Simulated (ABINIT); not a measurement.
**InSnH3 (Pm-3m): phonons by linear response**

How does InSnH3 (Pm-3m) vibrate, and is this structure a minimum?

Calculated with ABINIT 10.8.3; DFT LDA, scalar-relativistic, plane waves, HGH norm-conserving pseudopotentials.

This is a report of a sequence of runs, with most program output left out.

The structure was built from a prototype and need not be the compound's stable phase.

## Step 1: The structure

The structure is cubic, space group Pm-3m (No. 221). Conventional cell: a = 4.802 Å, b = 4.802 Å, c = 4.802 Å, α = 90.00°, β = 90.00°, γ = 90.00°. Nearest to In lie 12 H at 3.40 Å. Nearest to Sn lie 6 H at 2.40 Å. Nearest to H lie 2 Sn at 2.40 Å. Farther neighbours are not listed.

## Step 2: A probe with smearing

A first run with smearing and empty bands tells whether the crystal has a gap, which decides between fixed occupations and smearing later on.

Contents of probe.abi:

```
# ground state
tolvrs 1.0d-08
prtden 1
prtwf 1

# basis, mesh and filling
ecut 35.0
ixc 7
ngkpt 4 4 4
nshiftk 1
shiftk 0.0 0.0 0.0
istwfk *1
occopt 7
tsmear 0.005
nband 11
nstep 100
diemac 9.0
prtebands 0
prtgsr 0
useylm 1

# cell and atoms
acell 3*1.0 Angstrom
rprim 
    4.802 0.0 0.0
    0.0 4.802 0.0
    0.0 0.0 4.802
ntypat 3
znucl 49 50 1
natom 5
typat 1 2 3 3 3
xred 
    0.0 0.0 0.0
    0.5 0.5 0.5
    0.5 0.5 0.0
    0.5 0.0 0.5
    0.0 0.5 0.5
pp_dirpath "./pseudo"
pseudos "In.hgh, Sn.hgh, H.hgh"
```

On the command line:

```bash
OMP_NUM_THREADS=1 mpirun -n 2 abinit probe.abi > probe.log
```

It took 11 s on 2 MPI ranks of Intel Xeon at 2.70GHz, shared host; 21 s of CPU time.

This step gave:

```yaml
volume_per_atom: 22.15 Å³
pressure: -7.466 GPa
gap_on_the_k_mesh: 0 eV
```

No gap opens on this mesh, so smearing is kept; the printed pressure holds the stress of the finite basis too.

## Step 3: Rough relaxation

The typed start is rough, so a first relaxation with smearing and loose thresholds takes it towards rest cheaply.

Contents of prerelax.abi:

```
# relaxation
ionmov 2
optcell 2
dilatmx 1.15
chkdilatmx 0
ntime 40
tolmxf 3.0d-04
tolvrs 1.0d-10
prtwf 0
prtden 0
chksymtnons 0

# basis, mesh and filling
ecut 35.0
ecutsm 3.0
ixc 7
ngkpt 4 4 4
nshiftk 1
shiftk 0.0 0.0 0.0
istwfk *1
occopt 7
tsmear 0.005
nband 11
nstep 100
diemac 1000000.0
prtebands 0
prtgsr 0
useylm 1

# cell and atoms
acell 3*1.0 Angstrom
rprim 
    4.802 0.0 0.0
    0.0 4.802 0.0
    0.0 0.0 4.802
ntypat 3
znucl 49 50 1
natom 5
typat 1 2 3 3 3
xred 
    0.0 0.0 0.0
    0.5 0.5 0.5
    0.5 0.5 0.0
    0.5 0.0 0.5
    0.0 0.5 0.5
pp_dirpath "./pseudo"
pseudos "In.hgh, Sn.hgh, H.hgh"
```

On the command line:

```bash
OMP_NUM_THREADS=1 mpirun -n 2 abinit prerelax.abi > prerelax.log
```

Run time: 1.8 min. Hardware: 2 MPI ranks; 3.6 min of CPU time.

Step by step:

| step | energy less that of the first step (eV) | largest force (eV/Å) | volume (Å³) |
| --- | --- | --- | --- |
| 1 | 0.0000 | 0.0000 | 110.73 |
| 2 | -0.1087 | 0.0000 | 108.30 |
| 3 | -0.9544 | 0.0000 | 56.29 |
| 4 | -1.2509 | 0.0000 | 78.80 |
| 5 | -1.3986 | 0.0000 | 71.15 |
| 6 | -1.4076 | 0.0000 | 67.75 |
| 7 | -1.4101 | 0.0000 | 68.86 |

| cell as run | before | after | change |
| --- | --- | --- | --- |
| a (Å) | 4.802 | 4.099 | -14.6 % |
| b (Å) | 4.802 | 4.099 | -14.6 % |
| c (Å) | 4.802 | 4.099 | -14.6 % |
| volume (Å³/atom) | 22.15 | 13.77 | -37.8 % |

Final coordinates:

```xyz
5
Lattice="4.0988 0.0000 0.0000 0.0000 4.0988 0.0000 0.0000 0.0000 4.0988" Properties=species:S:1:pos:R:3 pbc="T T T"
In    0.0000    0.0000    0.0000
Sn    2.0494    2.0494    2.0494
H     2.0494    2.0494    0.0000
H     2.0494    0.0000    2.0494
H     0.0000    2.0494    2.0494
```

Numbers from this step:

```
volume per atom : 13.77 Å³
pressure        : -0.05229 GPa
```

The volume changes by -37.8 % in this run and stands -37.8 % from the first cell.

## Step 4: Rough relaxation

The cell changed much, so the rough relaxation is repeated on a basis made for the new cell.

prerelax.abi: that of step 3 with these lines changed.

```diff
@@ -32,5 +32,5 @@
 rprim 
-    4.802 0.0 0.0
-    0.0 4.802 0.0
-    0.0 0.0 4.802
+    4.098830321 0.0 0.0
+    0.0 4.098830321 0.0
+    0.0 0.0 4.098830321
 ntypat 3
```

Run time: 11 s. Hardware: 2 MPI ranks.

Little changed from the start: no atom moved by 0.005 Å and no cell edge by 0.1 %.

The volume changes by +0.0 % in this run and stands -37.8 % from the first cell.

## Step 5: Relaxation

The harmonic expansion needs vanishing forces, and a free crystal bears no stress, so cell and atoms are brought to rest. Stress is more sensitive to the basis than forces are: the last 3 Ha under the cutoff are smoothed with ecutsm, and the cutoff is raised above that of the later runs.

Contents of relax.abi:

```
# relaxation
ionmov 2
optcell 2
dilatmx 1.08
ntime 40
tolmxf 1.0d-05
tolvrs 1.0d-14
prtwf 0
prtden 0
chksymtnons 0

# basis, mesh and filling
ecut 43.0
ecutsm 3.0
ixc 7
ngkpt 6 6 6
nshiftk 1
shiftk 0.0 0.0 0.0
istwfk *1
occopt 6
tsmear 0.01
nband 11
nstep 100
diemac 1000000.0
prtebands 0
prtgsr 0
useylm 1

# cell and atoms
acell 3*1.0 Angstrom
rprim 
    4.098830324 0.0 0.0
    0.0 4.098830324 0.0
    0.0 0.0 4.098830324
ntypat 3
znucl 49 50 1
natom 5
typat 1 2 3 3 3
xred 
    0.0 0.0 0.0
    0.5 0.5 0.5
    0.5 0.5 0.0
    0.5 0.0 0.5
    0.0 0.5 0.5
pp_dirpath "./pseudo"
pseudos "In.hgh, Sn.hgh, H.hgh"
```

On the command line:

```bash
OMP_NUM_THREADS=1 mpirun -n 2 abinit relax.abi > relax.log
```

The job ended after 89 s (2 MPI ranks).

Step by step:

| step | energy less that of the first step (eV) | largest force (eV/Å) | volume (Å³) |
| --- | --- | --- | --- |
| 1 | 0.0000 | 0.0000 | 68.86 |
| 2 | -0.0002 | 0.0000 | 68.77 |
| 3 | -0.0009 | 0.0000 | 68.21 |
| 4 | -0.0009 | 0.0000 | 68.21 |

| conventional cell, symmetrised | before | after | change |
| --- | --- | --- | --- |
| a (Å) | 4.099 | 4.086 | -0.3 % |
| b (Å) | 4.099 | 4.086 | -0.3 % |
| c (Å) | 4.099 | 4.086 | -0.3 % |
| volume (Å³/atom) | 13.77 | 13.64 | -0.9 % |

The relaxed structure:

```cif
data_structure
_symmetry_space_group_name_H-M 'P 1'
_symmetry_Int_Tables_number 1
_cell_length_a 4.0859
_cell_length_b 4.0859
_cell_length_c 4.0859
_cell_angle_alpha 90.000
_cell_angle_beta 90.000
_cell_angle_gamma 90.000
_cell_volume 68.21
loop_
_atom_site_label
_atom_site_type_symbol
_atom_site_fract_x
_atom_site_fract_y
_atom_site_fract_z
_atom_site_occupancy
In1 In 0.00000 0.00000 0.00000 1
Sn2 Sn 0.50000 0.50000 0.50000 1
H3 H 0.50000 0.50000 0.00000 1
H4 H 0.50000 0.00000 0.50000 1
H5 H 0.00000 0.50000 0.50000 1
```

Read from the output:

```
volume per atom : 13.64 Å³
pressure        : -2.89e-5 GPa
```

The volume changes by -0.9 % in this run and stands -38.4 % from the first cell.

## Step 6: Ground state

First-order wavefunctions inherit every error of the ground state, hence the very tight tolvrs. Smearing stays on, as the first look found no gap above 0.3 eV.

Contents of gs.abi:

```
# ground state
tolvrs 1.0d-16
prtden 1
prtwf 1

# basis, mesh and filling
ecut 35.0
ixc 7
ngkpt 6 6 6
nshiftk 1
shiftk 0.0 0.0 0.0
istwfk *1
occopt 6
tsmear 0.01
nband 11
nstep 100
diemac 1000000.0
prtebands 0
prtgsr 0
useylm 1

# cell and atoms
acell 3*1.0 Angstrom
rprim 
    4.085917355 0.0 0.0
    0.0 4.085917355 0.0
    0.0 0.0 4.085917355
ntypat 3
znucl 49 50 1
natom 5
typat 1 2 3 3 3
xred 
    0.0 0.0 0.0
    0.5 0.5 0.5
    0.5 0.5 0.0
    0.5 0.0 0.5
    0.0 0.5 0.5
pp_dirpath "./pseudo"
pseudos "In.hgh, Sn.hgh, H.hgh"
```

On the command line:

```bash
OMP_NUM_THREADS=1 mpirun -n 2 abinit gs.abi > gs.log
```

Run time: 20 s. Hardware: 2 MPI ranks.

This step gave:

- pressure: -0.4058 GPa

The cell stands at -0.41 GPa: the relaxation ran with a smoothed and higher cutoff, and the difference is a stress of the finite basis.

## Step 7: Linear response at Γ

At q = 0 one unit cell holds all displacements. The response is solved for single atoms along the cell's directions, and symmetry skips those that follow from others. The crystal is treated as a metal, which screens a static field, so no field response is asked.

Contents of dfpt_gamma.abi:

```

# common to the responses
getwfk_filepath "gso_WFK"
kptopt 2
nqpt 1
qpt 0.0 0.0 0.0
asr 0
chneut 0

# displacements
rfphon 1
rfatpol 1 5
rfdir 1 1 1
tolvrs 1.0d-10
prtwf 0

# basis, mesh and filling
ecut 35.0
ixc 7
ngkpt 6 6 6
nshiftk 1
shiftk 0.0 0.0 0.0
istwfk *1
occopt 6
tsmear 0.01
nband 11
nstep 100
diemac 1000000.0
prtebands 0
prtgsr 0
useylm 1

# cell and atoms
acell 3*1.0 Angstrom
rprim 
    4.085917355 0.0 0.0
    0.0 4.085917355 0.0
    0.0 0.0 4.085917355
ntypat 3
znucl 49 50 1
natom 5
typat 1 2 3 3 3
xred 
    0.0 0.0 0.0
    0.5 0.5 0.5
    0.5 0.5 0.0
    0.5 0.0 0.5
    0.0 0.5 0.5
pp_dirpath "./pseudo"
pseudos "In.hgh, Sn.hgh, H.hgh"
```

On the command line:

```bash
OMP_NUM_THREADS=1 mpirun -n 2 abinit dfpt_gamma.abi > dfpt_gamma.log
```

Run time: 2.6 min. Hardware: 2 MPI ranks.

Read from the output:

```
largest acoustic frequency at the zone centre before the sum rule : -0.15 cm⁻¹
highest optical zone-centre mode (no LO-TO term)                  : 261.2 cm⁻¹
lowest optical zone-centre mode                                   : -330.6 cm⁻¹
```

The acoustic modes at Γ come out as far as 0.1 cm⁻¹ from zero, where they should vanish, a small numerical error. The lowest optical mode is imaginary, 331i cm⁻¹, an instability at this level and on this k mesh.

## Step 8: Modes with the sum rule

anaddb reads the merged derivatives and imposes the acoustic sum rule.

Contents of anaddb.abi:

```
ddb_filepath "gamma_DDB"
output_file "anaddb.abo"
outdata_prefix "anaddb"
asr 1
chneut 1
enunit 2
eivec 1
nph1l 1
qph1l 0.0 0.0 0.0 1.0
```

Contents of mrgddb.in:

```
gamma_DDB
merged
2
dfpt_gammao_DDB
gso_DDB
```

On the command line:

```bash
mrgddb < mrgddb.in > mrgddb.log
OMP_NUM_THREADS=1 anaddb anaddb.abi > anaddb.log
```

The job ended after 0.74 s (1 thread).

Numbers from this step:

```
highest optical zone-centre mode (no LO-TO term) : 261.3 cm⁻¹
```

No LO-TO term; unit eigenvectors of the mass-weighted matrix, from anaddb's displacements. The modes at Γ (shares of kinetic energy by element, %) (negative means imaginary):

| mode | frequency (cm⁻¹) | symmetry | In % | Sn % | H % |
| --- | --- | --- | --- | --- | --- |
| 1 | -330.6 | T1u | 0 | 2 | 98 |
| 2 | -330.6 | T1u | 0 | 2 | 98 |
| 3 | -330.6 | T1u | 0 | 2 | 98 |
| 4 | 0.0 | acoustic | 49 | 50 | 1 |
| 5 | 0.0 | acoustic | 49 | 50 | 1 |
| 6 | 0.0 | acoustic | 49 | 50 | 1 |
| 7 | 63.2 | T1u | 51 | 45 | 4 |
| 8 | 63.2 | T1u | 51 | 45 | 4 |
| 9 | 63.2 | T1u | 51 | 45 | 4 |
| 10 | 224.1 | T2u | 0 | 0 | 100 |
| 11 | 224.1 | T2u | 0 | 0 | 100 |
| 12 | 224.1 | T2u | 0 | 0 | 100 |
| 13 | 261.3 | T1u | 1 | 3 | 96 |
| 14 | 261.3 | T1u | 1 | 3 | 96 |
| 15 | 261.3 | T1u | 1 | 3 | 96 |

Displacements in mode 1 (-330.6 cm⁻¹), the largest set to 1:
```
In1  0.00  0.00  0.00
Sn2  0.00  0.00 -0.01
H3   0.00  0.00  1.00
H4   0.00  0.00  0.16
H5   0.00  0.00  0.16
```

Displacements in mode 10 (224.1 cm⁻¹), the largest set to 1:
```
In1  0.00  0.00  0.00
Sn2  0.00  0.00  0.00
H3   0.00  0.00  0.00
H4   0.00  0.00  1.00
H5   0.00  0.00 -1.00
```

The rule moves no optical mode by more than 0.1 cm⁻¹.

## Step 9: Phonons on a q mesh

Linear response treats each wavevector in the unit cell, with no supercell; the 2×2×2 mesh fixes the range of the force constants to be had.

Contents of dfpt_q.abi:

```
ndtset 3

# wavevectors
qpt1 0.5 0.0 0.0
qpt2 0.5 0.5 0.0
qpt3 0.5 0.5 0.5

# displacements
getwfk_filepath "gso_WFK"
getwfq_filepath "gso_WFK"
kptopt 3
nqpt 1
rfphon 1
rfatpol 1 5
rfdir 1 1 1
tolvrs 1.0d-10
prtwf 0

# basis, mesh and filling
ecut 35.0
ixc 7
ngkpt 6 6 6
nshiftk 1
shiftk 0.0 0.0 0.0
istwfk *1
occopt 6
tsmear 0.01
nband 11
nstep 100
diemac 1000000.0
prtebands 0
prtgsr 0
useylm 1

# cell and atoms
acell 3*1.0 Angstrom
rprim 
    4.085917355 0.0 0.0
    0.0 4.085917355 0.0
    0.0 0.0 4.085917355
ntypat 3
znucl 49 50 1
natom 5
typat 1 2 3 3 3
xred 
    0.0 0.0 0.0
    0.5 0.5 0.5
    0.5 0.5 0.0
    0.5 0.0 0.5
    0.0 0.5 0.5
pp_dirpath "./pseudo"
pseudos "In.hgh, Sn.hgh, H.hgh"
```

On the command line:

```bash
OMP_NUM_THREADS=1 mpirun -n 2 abinit dfpt_q.abi > dfpt_q.log
```

Elapsed: 40 min, on 2 MPI ranks; 80 min of CPU time.

Numbers from this step:

```yaml
lowest_mode_on_the_q_mesh_acoustic_ones_at_the_zone_centre_apart: -749.3 cm⁻¹
```

Frequencies (cm⁻¹) before the sum rule at the irreducible wavevectors but Γ, which is solved apart; negative means imaginary. Frequencies by wavevector:

| q (fractions) | star | mode 1 | mode 2 | mode 3 | mode 4 | mode 13 | mode 14 | mode 15 |
| --- | --- | --- | --- | --- | --- | --- | --- | --- |
| 0.5 0 0 | 3 | -749.3 | -749.3 | -433.3 | -342.7 | 313.3 | 313.3 | 938.3 |
| 0.5 0.5 0 | 3 | -189.6 | -31.01 | 26.53 | 26.53 | 394.8 | 702.3 | 1008 |
| 0.5 0.5 0.5 | 1 | -127.8 | -127.8 | -127.8 | 57.7 | 683.3 | 979 | 979 |

## Step 10: Dispersion

anaddb transforms the dynamical matrices to force constants and back along the path; points of the mesh come back as solved, but for the sum rule and, in polar crystals, the LO-TO term at Γ; the rest is interpolation.

Contents of anaddb.abi:

```
ddb_filepath "all_DDB"
output_file "anaddb.abo"
outdata_prefix "anaddb"
ifcflag 1
ngqpt 2 2 2
nqshft 1
q1shft 0.0 0.0 0.0
asr 1
chneut 0
dipdip 0
dipquad 0
quadquad 0
enunit 0
eivec 0
nph1l 62
qph1l 
    0.0 0.0 0.0 1.0
    0.0 0.05 0.0 1.0
    0.0 0.1 0.0 1.0
    0.0 0.15 0.0 1.0
    0.0 0.2 0.0 1.0
    0.0 0.25 0.0 1.0
    0.0 0.3 0.0 1.0
    0.0 0.35 0.0 1.0
    0.0 0.4 0.0 1.0
    0.0 0.45 0.0 1.0
    0.0 0.5 0.0 1.0
    0.05 0.5 0.0 1.0
    0.1 0.5 0.0 1.0
    0.15 0.5 0.0 1.0
    0.2 0.5 0.0 1.0
    0.25 0.5 0.0 1.0
    0.3 0.5 0.0 1.0
    0.35 0.5 0.0 1.0
    0.4 0.5 0.0 1.0
    0.45 0.5 0.0 1.0
    0.5 0.5 0.0 1.0
    0.45 0.45 0.0 1.0
    0.4 0.4 0.0 1.0
    0.35 0.35 0.0 1.0
    0.3 0.3 0.0 1.0
    0.25 0.25 0.0 1.0
    0.2 0.2 0.0 1.0
    0.15 0.15 0.0 1.0
    0.1 0.1 0.0 1.0
    0.05 0.05 0.0 1.0
    0.0 0.0 0.0 1.0
    0.05 0.05 0.05 1.0
    0.1 0.1 0.1 1.0
    0.15 0.15 0.15 1.0
    0.2 0.2 0.2 1.0
    0.25 0.25 0.25 1.0
    0.3 0.3 0.3 1.0
    0.35 0.35 0.35 1.0
    0.4 0.4 0.4 1.0
    0.45 0.45 0.45 1.0
    0.5 0.5 0.5 1.0
    0.45 0.5 0.45 1.0
    0.4 0.5 0.4 1.0
    0.35 0.5 0.35 1.0
    0.3 0.5 0.3 1.0
    0.25 0.5 0.25 1.0
    0.2 0.5 0.2 1.0
    0.15 0.5 0.15 1.0
    0.1 0.5 0.1 1.0
    0.05 0.5 0.05 1.0
    0.0 0.5 0.0 1.0
    0.5 0.5 0.5 1.0
    0.5 0.5 0.45 1.0
    0.5 0.5 0.4 1.0
    0.5 0.5 0.35 1.0
    0.5 0.5 0.3 1.0
    0.5 0.5 0.25 1.0
    0.5 0.5 0.2 1.0
    0.5 0.5 0.15 1.0
    0.5 0.5 0.1 1.0
    0.5 0.5 0.05 1.0
    0.5 0.5 0.0 1.0
```

Contents of mrgddb.in:

```
all_DDB
merged
4
dfpt_gammao_DDB
dfpt_qo_DS1_DDB
dfpt_qo_DS2_DDB
dfpt_qo_DS3_DDB
```

On the command line:

```bash
mrgddb < mrgddb.in > mrgddb.log
OMP_NUM_THREADS=1 anaddb anaddb.abi > anaddb.log
```

Wall time 0.75 s (1 thread).

Read from the output:

* lowest frequency on the path: -749.3 cm⁻¹

Anaddb. Phonon branches along the path, in cm⁻¹:

| point | branch 1 | branch 2 | branch 3 | branch 4 | branch 12 | branch 13 | branch 14 | branch 15 |
| --- | --- | --- | --- | --- | --- | --- | --- | --- |
| Γ | -331 | -331 | -331 | 0 | 224 | 261 | 261 | 261 |
| halfway | -578 | -578 | -262 | -179 | 109 | 281 | 281 | 627 |
| X | -749 | -749 | -433 | -343 | 130 | 313 | 313 | 938 |
| halfway | -515 | -341 | -204 | -164 | 227 | 302 | 363 | 929 |
| M | -190 | -31 | 26 | 26 | 263 | 395 | 702 | 1008 |
| halfway | -547 | -292 | -138 | -28 | 160 | 197 | 377 | 622 |
| Γ | -331 | -331 | -331 | 0 | 224 | 261 | 261 | 261 |
| halfway | -218 | -165 | -165 | -71 | 223 | 332 | 607 | 607 |
| R | -128 | -128 | -128 | 58 | 378 | 683 | 979 | 979 |
| halfway | -266 | -182 | 26 | 40 | 305 | 397 | 595 | 929 |
| X | -749 | -749 | -433 | -343 | 130 | 313 | 313 | 938 |
| jump to R | -128 | -128 | -128 | 58 | 378 | 683 | 979 | 979 |
| halfway | -162 | -54 | -54 | 46 | 386 | 559 | 818 | 993 |
| M | -190 | -31 | 26 | 26 | 263 | 395 | 702 | 1008 |

The path dips to 749i cm⁻¹.

## Step 11: Sums over the zone

Sums over the zone need many more wavevectors than were solved, so the interpolation is sampled on a dense mesh.

Contents of anaddb.abi:

```
ddb_filepath "all_DDB"
output_file "anaddb.abo"
outdata_prefix "anaddb"
ifcflag 1
ngqpt 2 2 2
nqshft 1
q1shft 0.0 0.0 0.0
asr 1
chneut 0
dipdip 0
dipquad 0
quadquad 0
prtdos 2
ng2qpt 11 11 11
dosdeltae 4.5563e-06
ntemper 11
temperinc 100.0
tempermin 0.0
```

On the command line:

```bash
OMP_NUM_THREADS=1 anaddb anaddb.abi > anaddb.log
```

Wall time 1.9 s (1 thread).

Numbers from this step:

* share of modes beyond 3i cm⁻¹ on the dense interpolated mesh: 0.2817

The phonon density of states has structure finer than the step of the table below, so its rows give means over 100 cm⁻¹, whole bins alone (the curve runs from -779 to 1033 cm⁻¹). Peaks (cm⁻¹: height): 36.7: 0.0858, 120.7: 0.0472, 300.7: 0.0232.

Tetrahedra. Phonon density of states against wavenumber; means over each step:

| wavenumber (cm⁻¹) | phonon density of states (1/cm⁻¹/cell) |
| --- | --- |
| -700 | 6.3e-4 |
| -600 | 0.00177 |
| -500 | 0.00287 |
| -400 | 0.00402 |
| -300 | 0.00807 |
| -200 | 0.0105 |
| -100 | 0.00947 |
| 0 | 0.0290 |
| 100 | 0.0372 |
| 200 | 0.00940 |
| 300 | 0.0164 |
| 400 | 0.00516 |
| 500 | 0.00229 |
| 600 | 0.00233 |
| 700 | 0.00242 |
| 800 | 0.00232 |
| 900 | 0.00488 |

## Step 12: What came out

```yaml
space_group_after_relaxation: Pm-3m
volume_per_atom: 13.6 Å³
highest_optical_zone_centre_mode_no_lo_to_term: 261.3 cm⁻¹
lowest_optical_zone_centre_mode: -330.6 cm⁻¹
q_mesh: 2×2×2
lowest_mode_on_the_q_mesh_acoustic_ones_at_the_zone_centre_apart: -749.3 cm⁻¹
imaginary_modes_on_the_q_mesh: yes
```

In words: InSnH3 (Pm-3m) is unstable: a mode solved on the 2×2×2 mesh is imaginary, 749i cm⁻¹; its spectrum reaches 1008 cm⁻¹. At the LDA level the optical modes of InSnH3 (Pm-3m) at the zone centre run from 331i to 261 cm⁻¹, so the structure is a saddle point, with 3 modes beyond 10i cm⁻¹ there. The base run prints -0.41 GPa, mostly the error of a finite basis; the relaxation, with a smoothed and higher cutoff, had brought the cell to rest. The most unstable solved mode lies at q = (0.5, 0, 0), on the zone boundary, so the distortion that it points to doubles the cell. These are harmonic frequencies at zero temperature: anharmonic shifts and linewidths and thermal expansion are left out. The HGH files keep few electrons and have no core correction, which is cheap but rough for In and Sn. In a metal the frequencies hang on the k mesh and the smearing, most of all near Kohn anomalies. The q mesh stands for a supercell only 8.2 Å across, so branches between the solved wavevectors are rough. The structure is a hypothetical one, built on a prototype.

[Host names and launcher messages were left out of these logs when they were recorded.]

[Logs are printed without paths, hosts, clocks, repeated set-up lines and the standing remarks that a program may print on its own settings, such as how far it seeks lower states.]

[Hosts, paths, dates, database ids (printed as entryN), source tags and the programs' standing remarks are cut or masked in the printed files.]
